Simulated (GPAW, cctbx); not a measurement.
# SnPb3Se4: the scripts behind a bonding study

Short scripts, each with its output. The cell is our own: ordered rocksalt alloy in the eight-atom cube, 1 of 4 Pb sites given to Sn.

**1. Build the all-electron density and subtract free atoms**

```text
cell
1.0
     6.175000000    0.000000000    0.000000000
     0.000000000    6.175000000    0.000000000
     0.000000000    0.000000000    6.175000000
Pb Sn Se
3 1 4
Direct
0.000000000 0.500000000 0.500000000
0.500000000 0.000000000 0.500000000
0.500000000 0.500000000 0.000000000
0.000000000 0.000000000 0.000000000
0.500000000 0.000000000 0.000000000
0.500000000 0.500000000 0.500000000
0.000000000 0.000000000 0.500000000
0.000000000 0.500000000 0.000000000
```

```python
import numpy as np
from ase.io import read
from ase.units import Bohr
from gpaw import GPAW, PW, FermiDirac
from gpaw.calculator import GPAW as OldGPAW
from gpaw.mpi import serial_comm, world
from scipy.special import erfc
from scipy.spatial import cKDTree

atoms = read("cell.vasp")
atoms.calc = GPAW(mode=PW(600), xc="PBE", kpts={"size": (4, 4, 4), "gamma": True},
                 occupations=FermiDirac(0.02), maxiter=160, symmetry={"tolerance": 1e-5}, txt="scf.txt")
atoms.get_potential_energy()
rho = atoms.calc.get_all_electron_density(gridrefinement=2)
moments = atoms.get_magnetic_moments() if atoms.calc.get_number_of_spins() == 2 else np.zeros(len(atoms))
total = atoms.get_magnetic_moment() if moments.any() else 0.0
if world.rank == 0:
    free = OldGPAW(mode=PW(600), xc="PBE", txt=None, communicator=serial_comm)
    neutral = atoms.copy()
    neutral.set_initial_magnetic_moments(None)
    free.initialize(neutral)
    free.set_positions(neutral)
    drho = rho - free.get_all_electron_density(gridrefinement=2)
    # GPAW starts from confined atoms: exchange their smooth part for that of the datasets' free atoms
    h = np.stack(np.meshgrid(*[np.fft.fftfreq(n, 1 / n) for n in drho.shape], indexing="ij"), -1)
    gabs = np.linalg.norm(h @ atoms.cell.reciprocal(), axis=-1)
    tails = np.fft.fftn(free.get_pseudo_density(gridrefinement=2))
    g, form, v0 = np.linspace(0, gabs.max(), 1500), {}, 0
    for e in set(atoms.symbols):
        idx = atoms.symbols.search(e)
        d = free.setups[idx[0]].data
        r, w = d.rgd.r_g * Bohr, d.rgd.r_g**2 * d.rgd.dr_g
        j0 = np.sinc(2 * g[:, None] * r)
        smooth = sum(f * p**2 for f, p in zip(d.f_j, d.phit_jg)) + np.sqrt(4 * np.pi) * d.nct_g
        full = sum(f * p**2 for f, p in zip(d.f_j, d.phi_jg)) + np.sqrt(4 * np.pi) * d.nc_g
        phase = sum(np.exp(-2j * np.pi * h @ s) for s in atoms.get_scaled_positions()[idx])
        tails -= np.interp(gabs, g, j0 @ (smooth * w)) * phase * drho.size / atoms.get_volume()
        form[e] = j0 @ (full * w)
        v0 += 2 * np.pi / 3 * 14.3996 * (full * w * r**2).sum() * len(idx)  # V A^3
    tails *= 0.5 * erfc((gabs - 1.8) / 0.25)  # the tails differ at long wavelengths alone
    drho += np.fft.ifftn(tails).real  # crystal minus superposed spherical free atoms
    np.save("drho.npy", drho)
    dv = atoms.get_volume() / drho.size
    print("grid", drho.shape, " electrons %.3f" % (rho.sum() * dv), " moved by bonding %.3f e" % (abs(drho).sum() * dv / 2))
    pts = np.indices(drho.shape).reshape(3, -1).T / drho.shape @ atoms.cell
    shifts = (np.indices((3, 3, 3)).reshape(3, -1).T - 1) @ atoms.cell
    images = (atoms.positions[None] + shifts[:, None]).reshape(-1, 3)
    dist, idx = cKDTree(images).query(pts, k=4)
    out = drho.ravel()[dist[:, 0] > 0.5]
    print("deformation density beyond 0.5 A of the nuclei: max %.3f, min %.3f e/A^3" % (out.max(), out.min()))
    tie = dist < dist[:, :1] + 1e-4
    q = -np.bincount((idx % len(atoms))[tie], (drho.ravel()[:, None] / tie.sum(1, keepdims=True) * tie)[tie], len(atoms)) * dv
    print("atom        x       y       z   Voronoi charge  moment")
    for a, s, c, m in zip(atoms, atoms.get_scaled_positions(), q, moments):
        print("%-2s%-3d %7.4f %7.4f %7.4f %10.3f %10.2f" % (a.symbol, a.index + 1, *s, c, m))
    np.savez("free.npz", g=g, **form)
    print("mean inner potential of superposed free atoms %.3f V" % (v0 / atoms.get_volume()))
    print("total magnetic moment %.3f muB" % total)
```

```console
$ OMP_NUM_THREADS=1 mpirun -n 4 gpaw python run.py > gpaw.log
```

```text
grid (70, 70, 70)  electrons 432.000  moved by bonding 1.549 e
deformation density beyond 0.5 A of the nuclei: max 0.043, min -0.033 e/A^3
atom        x       y       z   Voronoi charge  moment
Pb1    0.0000  0.5000  0.5000      0.309       0.00
Pb2    0.5000  0.0000  0.5000      0.309       0.00
Pb3    0.5000  0.5000  0.0000      0.309       0.00
Sn4    0.0000  0.0000  0.0000      0.275       0.00
Se5    0.5000  0.0000  0.0000     -0.296       0.00
Se6    0.5000  0.5000  0.5000     -0.312       0.00
Se7    0.0000  0.0000  0.5000     -0.296       0.00
Se8    0.0000  0.5000  0.0000     -0.296       0.00
mean inner potential of superposed free atoms 16.114 V
total magnetic moment 0.000 muB
```

Time: 53 s on 4 cores of Arm Neoverse N1 (shared host), peak memory 1.1 GiB.

**2. Fourier-transform the difference**

```python
from cctbx import adptbx, crystal, miller, xray
from cctbx.eltbx import tiny_pse
import numpy as np

cs = crystal.symmetry(unit_cell=(6.175, 6.175, 6.175, 90, 90, 90), space_group_symbol='Hall: -P 4 2 3')  # Pm-3m
atoms = [  # label, site, U (iso, or U11 U22 U33 U12 U13 U23 in A^2), occupancy
    ("Pb1", (0, 0.5, 0.5), 0.0000, 1),
    ("Sn1", (0, 0, 0), 0.0000, 1),
    ("Se1", (0.5, 0, 0), 0.0000, 1),
    ("Se2", (0.5, 0.5, 0.5), 0.0000, 1),
]
xs = xray.structure(crystal_symmetry=cs)
for label, site, u, occ in atoms:
    u = adptbx.u_cif_as_u_star(cs.unit_cell(), u) if isinstance(u, tuple) else u
    xs.add_scatterer(xray.scatterer(label, site=site, u=u, occupancy=occ))
xs.scattering_type_registry(table="wk1995")
drho = np.load("drho.npy")
T = np.array([[1, 0, 0], [0, 1, 0], [0, 0, 1]])  # conventional axes in terms of the primitive ones
dF = np.fft.ifftn(drho) * 235.45661  # electrons a conventional cell, indexed by primitive hkl
ms = miller.build_set(cs, anomalous_flag=False, d_min=0.9).sort("resolution")
iam = ms.structure_factors_from_scatterers(xs, algorithm="direct").f_calc()
p1 = xs.expand_to_p1()
z = np.array([tiny_pse.table(sc.scattering_type).atomic_number() for sc in p1.scatterers()])
x = np.array(p1.sites_frac())
free = np.load("free.npz")
print("static structure factors of the conventional cell: F in electrons, V (Mott-Bethe) in volts")
print("   h  k  l      d  |F| table  |F| free   |F| DFT   change   |V| free  |V| DFT  change %")
for h, d, table in list(zip(ms.indices(), ms.d_spacings().data(), iam.data()))[:26]:
    df = dF[tuple(np.rint(np.linalg.solve(T, h)).astype(int))]
    phase = np.exp(2j * np.pi * x @ h)
    f = sum(np.interp(1 / d, free["g"], free[sc.scattering_type]) * p for sc, p in zip(p1.scatterers(), phase))
    fz = (z * phase).sum()
    c = 14.3996 * d * d / (np.pi * cs.unit_cell().volume())
    v0, v1 = abs(fz - f) * c, abs(fz - f - df) * c
    print("%4d%3d%3d %7.4f %9.3f %9.3f %9.3f %8.3f %9.3f %8.3f %8s" % (h + (d, abs(table), abs(f), abs(f + df), abs(f + df) - abs(f), v0, v1, "%.1f" % (100 * (v1 / v0 - 1)) if v0 > 0.02 else "-")))
```

```console
$ python run.py
```

```text
static structure factors of the conventional cell: F in electrons, V (Mott-Bethe) in volts
   h  k  l      d  |F| table  |F| free   |F| DFT   change   |V| free  |V| DFT  change %
   0  1  0  6.1750    31.510    31.427    31.426   -0.001     0.425    0.426      0.1
   0  1  1  4.3664    31.011    30.921    30.909   -0.012     0.400    0.405      1.1
   1  1  1  3.5651   148.732   148.536   147.755   -0.781     2.836    3.030      6.8
   0  2  0  3.0875   375.049   374.997   375.438    0.441    10.578   10.496     -0.8
   0  2  1  2.7615    29.661    29.620    29.638    0.018     0.353    0.351     -0.8
   1  2  1  2.5209    29.268    29.240    29.247    0.007     0.341    0.341     -0.2
   0  2  2  2.1832   343.345   343.301   343.161   -0.140     8.230    8.243      0.2
   1  2  2  2.0583    28.230    28.227    28.239    0.012     0.311    0.310     -0.3
   0  3  0  2.0583    28.230    28.227    28.269    0.042     0.311    0.308     -1.1
   0  3  1  1.9527    27.924    27.925    27.955    0.030     0.302    0.300     -0.7
   1  3  1  1.8618   131.305   131.317   131.749    0.432     1.936    1.906     -1.5
   2  2  2  1.7826   321.081   320.936   320.640   -0.296     6.870    6.888      0.3
   0  3  2  1.7126    27.098    27.109    27.128    0.019     0.279    0.278     -0.4
   1  3  2  1.6503    26.850    26.863    26.873    0.011     0.272    0.272     -0.2
   0  4  0  1.5437   303.672   303.456   303.713    0.257     5.963    5.951     -0.2
   2  3  2  1.4977    26.172    26.184    26.192    0.008     0.254    0.254     -0.1
   0  4  1  1.4977    26.172    26.184    26.167   -0.017     0.254    0.255      0.3
   0  3  3  1.4555    25.966    25.975    25.985    0.010     0.248    0.248     -0.2
   1  4  1  1.4555    25.966    25.975    25.957   -0.018     0.248    0.249      0.3
   1  3  3  1.4166   119.291   119.393   119.529    0.135     1.586    1.581     -0.3
   0  4  2  1.3808   289.263   289.016   289.060    0.044     5.307    5.305     -0.0
   1  4  2  1.3475    25.391    25.393    25.383   -0.010     0.234    0.234      0.2
   2  3  3  1.3165    25.213    25.212    25.214    0.002     0.229    0.229     -0.0
   2  4  2  1.2605   276.926   276.674   276.648   -0.026     4.804    4.805      0.0
   0  4  3  1.2350    24.711    24.699    24.694   -0.004     0.217    0.217      0.1
   0  5  0  1.2350    24.711    24.699    24.704    0.005     0.217    0.217     -0.1
```

Time: 0.61 s on 1 core of Arm Neoverse N1 (shared host), peak memory 0.08 GiB.

[Outputs are excerpts: Python notices, other lines and further rows are left out; steps that failed or that the build refused (PBEsol, TPSS) are not shown.]

[Logs are printed without paths, hosts, clocks, repeated set-up lines and the standing remarks that a program may print on its own settings, such as how far it seeks lower states.]
